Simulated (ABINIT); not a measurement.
Entries from a set of simulations; values are calculated unless marked as measured.

```
! title: A GW chain in ABINIT: AlGaAs2 (zincblende [001] superlattice) (P-4m2)
! method: RPA screening on PBEsol with spin-orbit coupling, plane waves, norm-conserving pseudopotentials (and 2 further levels or steps)
! program: ABINIT 10.8.3
! settings of one run: cutoff 45 Ha, PseudoDojo fully relativistic 0.4 stringent, norm-conserving, potential set dojo-fr-pbesol-0.4-stringent, ngkpt (4, 4, 2), nband 236, ecuteps 5.5 Ha, shiftk (0, 0, 0), symchi 1, awtr 1, gwmem 10, frequency ppm, 4×4×2 k-mesh
! cost: 5 runs, 88 min in all on 8 MPI ranks of Arm Neoverse N1, shared host (the runs of this entry)
! notes: The structure was built from a prototype and need not be the compound’s stable phase. The program’s warnings: Neglecting <n,k|[Vnl,iqr]|m,k> and nkpt*nsppol () is not a multiple of nproc spkpt (). The structure was relaxed with PBEsol. The structure type comes from a generator and need not be one that this composition takes. Limits: mesh may overstate the screening; screening head approximate. Only 1 of the mesh’s irreducible points was corrected, so a valley elsewhere could overtake. Bands and cutoff are finite, so the gap is not at the basis limit. The miss can reach some tenths of an eV and take either sign; the mesh is an error of its own. The 4×4×2 mesh is coarse for this cell, which bears on the long-range parts of exchange and screening. The RPA ε∞ on this mesh reaches over 25; with a narrow direct gap a coarse mesh can overstate it, and the correction is then too small.
! PBEsol gap: 0.89 eV, direct
! G0W0 gap on the mesh: 1.54 eV
! GW settings: 4×4×2 mesh, 236 bands, screening to 149.7 eV, Godby-Needs plasmon pole
! known limits: not at the basis limit; mesh may overstate the screening; screening head approximate; coarse k mesh
CELL_PARAMETERS angstrom
4.01287 0.00000 0.00000
0.00000 4.01287 0.00000
0.00000 0.00000 5.65308
ATOMIC_POSITIONS crystal
Ga 0.00000 0.00000 0.12500
As 0.50000 0.00000 0.37524
Al 0.50000 0.50000 0.62500
As 0.00000 0.50000 0.87476
```

[Paths, hosts, dates, memory and timing lines, banners, echoed tables and standing remarks are left out of the program output.]

[Logs are printed without paths, hosts, clocks, repeated set-up lines and the standing remarks that a program may print on its own settings, such as how far it seeks lower states.]

[Runs of the session that timed out or met a known fault of the program may be left out.]

[Hosts, paths, dates, database ids (printed as entryN), source tags and the programs' standing remarks are cut or masked in the printed files.]

[G0W0 gaps are taken among the corrected bands and points alone; a level outside them can change the order at an edge.]

[Where Ansatz stands beside ABINIT at settings called matched, ABINIT's density can come from a denser mesh and the files from another edition; pairs whose starting gaps differed by over 0.03 eV were left out, so agreement reads better than it is.]
